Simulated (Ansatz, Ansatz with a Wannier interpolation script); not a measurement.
**From a coarse GW mesh to bands everywhere: Si3N4 (P6_3/m)**

Wanted: quasiparticle gap and band widths of Si3N4 (P6_3/m) over the whole zone.

Method: LDA, Wannier functions and G0W0, plane waves, PAW, in Ansatz 0.2.0.

## 1. The starting structure

It takes space group P6_3/m (No. 176, hexagonal). The conventional cell has a = 7.604 Å, b = 7.604 Å, c = 2.906 Å, α = 90.00°, β = 90.00°, γ = 120.00°. Nearest to Si lie 4 N at 1.73 to 1.74 Å. N has 3 Si at 1.74 Å nearest. Nearest to N lie 3 Si at 1.73 Å. Farther neighbours and most contacts between anions are not listed.

As a file:

```xyz
14
Lattice="7.6044 0.0000 0.0000 -3.8022 6.5856 0.0000 0.0000 0.0000 2.9063" Properties=species:S:1:pos:R:3 pbc="T T T"
Si    5.1801    1.1496    0.7266
Si    1.5945    5.0609    2.1797
Si    4.0188    3.9113    0.7266
Si   -1.3779    5.4360    2.1797
Si    2.2077    1.5247    0.7266
Si   -0.2166    2.6743    2.1797
N    -1.0237    2.1748    0.7266
N     5.2091    0.2009    2.1797
N     2.4306    4.6116    0.7266
N     4.8259    4.4108    2.1797
N    -1.4069    6.3847    0.7266
N     1.3716    1.9740    2.1797
N     3.8022    2.1952    0.7266
N     0.0000    4.3904    2.1797
```

The cell and positions come from the Crystallography Open Database and are kept as given unless a step says otherwise. The default PAW set here is soft_2. Its files were made with PBE.

## 2. LDA bands

The cheap functional maps the bands first; the places of the edges decide which points the dearer methods must see.

This step: DFT, LDA, plane waves, PAW.

The input, input.yaml:

```yaml
crystal:
  lattice:
    - [7.6044, 0.0, 0.0]
    - [-3.8022, 6.5856035805, 0.0]
    - [0.0, 0.0, 2.9063]
  atoms:
    - { symbol: Si, position: [0.768477, 0.174557, 0.25] }
    - { symbol: Si, position: [0.59392, 0.768477, 0.75] }
    - { symbol: Si, position: [0.825443, 0.59392, 0.25] }
    - { symbol: Si, position: [0.231523, 0.825443, 0.75] }
    - { symbol: Si, position: [0.40608, 0.231523, 0.25] }
    - { symbol: Si, position: [0.174557, 0.40608, 0.75] }
    - { symbol: "N", position: [0.0305, 0.33024, 0.25] }
    - { symbol: "N", position: [0.70026, 0.0305, 0.75] }
    - { symbol: "N", position: [0.66976, 0.70026, 0.25] }
    - { symbol: "N", position: [0.9695, 0.66976, 0.75] }
    - { symbol: "N", position: [0.29974, 0.9695, 0.25] }
    - { symbol: "N", position: [0.33024, 0.29974, 0.75] }
    - { symbol: "N", position: [0.6666666667, 0.3333333333, 0.25] }
    - { symbol: "N", position: [0.3333333333, 0.6666666667, 0.75] }
kpoints:
  mp_grid: { grid: [3, 3, 6] }
  band_path:
    path:
      - [[0.0, 0.0, 0.0], [0.5, 0.0, 0.0], [0.33333333, 0.33333333, 0.0], [0.0, 0.0, 0.0], [0.0, 0.0, 0.5], [0.5, 0.0, 0.5], [0.33333333, 0.33333333, 0.5], [0.0, 0.0, 0.5]]
      - [[0.5, 0.0, 0.5], [0.5, 0.0, 0.0]]
      - [[0.33333333, 0.33333333, 0.5], [0.33333333, 0.33333333, 0.0]]
    npoints: 10
hamiltonian:
  xc: lda
scf:
  occupations: { method: fermi_dirac, width: 0.02 }
  n_extra_bands: 77
output:
  eigenvalues: true
  fatbands: true
  write_density: true
  write_potential: true
  elf: true
  volumetric_format: npy
```

On the command line:

```sh
> ansatz run input.yaml --threads 3 --pin off --max-ram 92160MiB --backend cuda --events-out ev --progress --plain --runs-dir out --devices 1 --max-vram 13GiB  # rebuilt from the run's record
```

Numbers of over 12 decimals in the logs are rounded to 6 here.

The log of the run:

```text
scf.n_extra_bands = 77 over 32 filled bands (N_el = 64.0): the run solves 109 bands
GPUs: using 1 of 1 available (devices: 1).
Engine: ansatz 0.2.0, x86_64-unknown-linux-gnu
Pseudopotentials: kind: paw
Pseudopotential: Si, paw, valence charge 4, recommended cutoff 420 eV (normal), Si.paw.azcp
Pseudopotential: N, paw, valence charge 5, recommended cutoff 420 eV (normal), N.paw.azcp
Functional definition: SPW92
  exchange = slater_x
  correlation = pw_c
device memory: the entry about to start is reckoned to put 5.7 GiB on a device that reports 60.5 GiB free (of which the cap on the GPU budget leaves the run 13.0 GiB)
GPU FFT provider: cuFFT
GPU libraries: cuBLAS 13.8.2, cuFFT 12.4.0, cuSOLVER 12.3.4
Crystal: 14 atoms, lattice volume = 145.546 Å³
Basis set: ecut = 420 eV, 2823 PW (Γ)
Bands: 109, of which v1, the nominal top of the filled ones, is band 32 counted from 1 (31 counted from 0)
Symmetry: 12 space group operations
Space group: P63/m (ITA 176), of the structure as read, at distance tolerance 5.3e-5 Å
k-points: 12 of 54
Non-local potential: Si, projectors of the file, l = 0: 2, l = 1: 2, l = 2: 2
Non-local potential: N, projectors of the file, l = 0: 2, l = 1: 2, l = 2: 1
PAW form: soft (Blöchl's): semilocal exchange-correlation on the pseudo side does not see the compensation charge
PAW frozen core: Si, regenerated for the run's functional, and the local potential with it (the file was generated under x = pbe(κ = 0.804, μ = 0.219515), c = pbe(β = 0.066725))
PAW frozen core: N, regenerated for the run's functional, and the local potential with it (the file was generated under x = pbe(κ = 0.804, μ = 0.219515), c = pbe(β = 0.066725))
PAW one-centre angular grid: Si, 110 points (default); XC on 64 Gauss nodes
PAW one-centre angular grid: N, 110 points (default); XC on 64 Gauss nodes
Initial density: superposition of atomic densities (neutral atoms: chi_scale 0, normalization atom), corrected by the library's trained network
Initial wavefunctions: pseudopotential atomic-orbital guess
GPU buffer pool allocated for 58320 grid points (all kernels)
GPU transforms: local potential and band sums: pruned to the plane-wave sphere, on 54×54×20
Functional: x = slater, c = lda
SCF iter   1: F=—  HF=-6660.726194 eV  |F-HF|=—  |Δ(HF+E_count)|=         —  Δρ=9.29e-3  dr2=1.27e-1  ethr=1.77e-3  ⟨swp⟩=5.1  Hψ=5979  notcnv=0  defer=640
preconditioner: auto → Resta (q_TF=auto, 2.379 Å⁻¹)  ε∞=2.0  [insulator: Δε(μ)=4.021 eV  Ē_g=24.553 eV  σ=0.020 eV  W_gap=1.00  n_scr=32 (ndim 8)  ℏωp=24.6 eV  f_vac=0.034  D(μ)=0.00/eV (n_scr^D=0)  ε∞_Penn≈2.0]
SCF iter   2: F=—  HF=-6660.690035 eV  |F-HF|=—  |Δ(HF+E_count)|=   3.62e-2  Δρ=3.35e-3  dr2=5.35e-3  ethr=1.99e-4  ⟨swp⟩=2.0  Hψ=1583  notcnv=0  defer=853
SCF iter   3: F=—  HF=-6660.688378 eV  |F-HF|=—  |Δ(HF+E_count)|=   1.66e-3  Δρ=1.52e-3  dr2=1.47e-3  ethr=8.36e-6  ⟨swp⟩=2.1  Hψ=813  notcnv=0  defer=853
SCF iter   4: F=—  HF=-6660.687818 eV  |F-HF|=—  |Δ(HF+E_count)|=   5.60e-4  Δρ=1.10e-4  dr2=1.77e-5  ethr=2.29e-6  ⟨swp⟩=2.0  Hψ=832  notcnv=0  defer=853
SCF iter   5: F=—  HF=-6660.687872 eV  |F-HF|=—  |Δ(HF+E_count)|=   5.38e-5  Δρ=5.02e-5  dr2=3.87e-6  ethr=2.77e-8  ⟨swp⟩=2.0  Hψ=815  notcnv=0  defer=853
SCF iter   6: F=—  HF=-6660.687872 eV  |F-HF|=—  |Δ(HF+E_count)|=   3.09e-7  Δρ=1.86e-5  dr2=4.77e-7  ethr=6.05e-9  ⟨swp⟩=2.2  Hψ=663  notcnv=0  defer=853
SCF iter   7: F=-6660.687872 eV  HF=-6660.687872 eV  |F-HF|=6.74e-9  |Δ(HF+E_count)|=  3.71e-10  Δρ=4.96e-6  dr2=2.95e-8  ethr=1.56e-10  ⟨swp⟩=11.2  Hψ=8488  notcnv=0
SCF 1 converged in 7 iterations: F = -6660.687872 eV  dr2 = 2.95e-8
[...]
device memory: the entry about to start is reckoned to put 4.5 GiB on a device that reports 57.6 GiB free (of which the cap on the GPU budget leaves the run 13.0 GiB)
NSCF: frozen V_eff on 93 k-points
SCF converged after 7 iterations
Free energy (F): -6660.687872 eV
Harris-Foulkes:  -6660.687872 eV  (|F-HF|=6.74e-9)
Internal energy: -6660.687872 eV  (E = F + TS)
E sigma→0 (E₀):  -6660.687872 eV
Fermi energy:    10.105153 eV
--- Per-component energies (eV) ---
  E_band       = 47.745991
  E_kinetic    = 1349.015769
  E_local      = -2160.137758  (includes V_loc(G=0)·N_el)
  E_nonlocal   = 527.916943
  E_hartree    = 712.701699
  E_xc         = -818.153702
  E_vxc        = -909.044174  (∫ρ·V_xc dr)
  E_paw        = -3868.225586  (= ΣΔE_a)
  E_vpaw       = -185.410750  (= ΣTr[D̂ρ^β])
  E_aug_tail   = 0.000795  (compensation charges beyond the density's cutoff)
  E_ewald      = -2404.952369
  E_core_change = 1.146337  (= ΣΔE_core)
  E_smearing   = -0.000000  (= −TS)
  E_closure    = -0.000000  (closes the sum)
  Σ components = -6660.687872   (vs F -6660.687872, Δ=0.00e0)
--- Band table (eV; the first three rows and the last of 12) ---
  k-point 0: bands = [... 28 lower, 6.7067, 7.5479, 7.6217, 7.8188, 12.1745, 12.6190, 12.7789, 12.7789, ... 73 higher]
  k-point 1: bands = [... 28 lower, 6.7329, 6.7329, 6.8546, 8.0220, 13.5424, 13.8463, 13.8463, 14.0232, ... 73 higher]
  k-point 2: bands = [... 28 lower, 6.2899, 6.5538, 6.5538, 7.6785, 12.9196, 12.9196, 13.8261, 13.8261, ... 73 higher]
  k-point 11: bands = [... 28 lower, 6.5862, 6.5862, 6.8866, 6.8866, 12.8985, 12.8985, 13.6759, 13.6759, ... 73 higher]
```

Wall time 14 s (1 × NVIDIA H100 80GB HBM3 (shared by 6 runs) with 3 threads of AMD EPYC 7R13 (Zen 3), shared host); peak memory 1 GiB; 31 s of CPU time.

This step gave:

* filled bands: 32
* gap: 4.153 eV
* valence top at: k = (0.000, 0.000, 0.167)
* conduction bottom at: Γ
* least direct gap: 4.356 eV

The gap is indirect, with the least direct gap 0.20 eV higher.

Electrostatic potential energy in the ab plane at fractional z = 0.250, with atoms of Si and N within 0.2 Å of it. With pseudopotentials it is smooth inside the atoms' cores, unlike the true potential.

Ten even steps from '_' (-57 eV) to '@' (14 eV), each cell a mean:
```
@@@@@@@@##::__::%%@@@@@@@@@@@@@@@@@@@@@@@@
@@@@@@@@##::::**@@@@@@@@@@@@@@@@@@@@@@@@@@
@@@@@@@@%%####@@@@@@@@@@@@@@@@@@@@@@@@@@@@
@@@@@@@@@@@@@@@@@@@@@@@@@@@@%%%%@@@@@@@@@@
@@@@@@@@@@@@@@@@@@@@@@@@@@##====##@@@@%%@@
@@@@@@@@@@@@@@@@@@@@@@@@%%--__::##%%####%%
@@@@@@@@@@@@@@@@@@@@@@@@**____==##==--==##
@@@@@@@@@@@@@@@@@@@@@@@@**==++**--____--##
@@@@@@@@@@@@@@@@@@@@@@@@@@%%%%++..__..++%%
@@@@@@@@@@@@@@@@@@@@@@@@@@@@%%==....==##@@
@@@@@@@@@@@@@@@@@@@@@@@@@@@@%%**++**%%@@@@
@@%%%%%%@@@@@@@@@@@@@@@@@@@@##**##%%@@@@@@
++--++%%@@@@@@@@@@%%%%%%%%**::--##@@@@@@%%
____==%%@@@@@@%%##****##**..__::##%%%%%%++
__--##@@@@@@%%**::..--**++....**##**####--
++%%@@@@@@@@##::____--##**++**++--::==##++
@@@@@@@@@@%%++..__..++%%%%%%**::__..==%%%%
@@@@@@@@@@%%++::--++%%@@@@%%==____::**@@@@
@@@@@@@@@@%%##**##%%@@@@@@##--..::**%%@@@@
@@@@@@@@@@%%**++##@@@@@@@@%%****##%%@@@@@@
@@@@@@@@@@**....**@@@@@@@@%%%%%%@@@@@@@@@@
```
Columns run along a (7.6 Å; values clipped at the 3rd and 97th percentile), rows up along b (7.6 Å). Atoms in or near the plane, at fractional coordinates: Si at (0.77, 0.17), Si at (0.83, 0.59), Si at (0.41, 0.23), N at (0.03, 0.33), N at (0.67, 0.70), N at (0.30, 0.97), N at (0.67, 0.33).

ELF in the ab plane at fractional z = 0.250, with atoms of Si and N within 0.2 Å of it. It is the smooth field of the valence electrons, not physical close to the nuclei.

Ten even steps from '0' (0.00) to '9' (0.89), each cell a mean:
```
003796169610011000000
003786687200000011100
002688762000012455310
001465410000247887410
000121000001587898411
100000000003762697322
100000000016843895122
100000000037989962122
000000000037988622122
011100000024544332111
366421000001125886211
888741000000258996214
878741001113676785138
327720022237951684378
368410121159945983698
886101212269889942899
862001112146688422799
520012345422342121466
100025899620121111222
000158999730122221000
001589569720122210000
```
Columns run along a (7.6 Å), rows up along b (7.6 Å). Atoms in or near the plane, at fractional coordinates: Si at (0.77, 0.17), Si at (0.83, 0.59), Si at (0.41, 0.23), N at (0.03, 0.33), N at (0.67, 0.70), N at (0.30, 0.97), N at (0.67, 0.33).

(Part 1 of 2 ends here.)

[Paths, hosts, dates, memory and timing lines, banners, echoed tables and standing remarks are left out of the program output.]

[Logs are printed without paths, hosts, clocks, repeated set-up lines and the standing remarks that a program may print on its own settings, such as how far it seeks lower states.]

[Runs of the session that timed out or met a known fault of the program may be left out.]

[Hosts, paths, dates, database ids (printed as entryN), source tags and the programs' standing remarks are cut or masked in the printed files.]
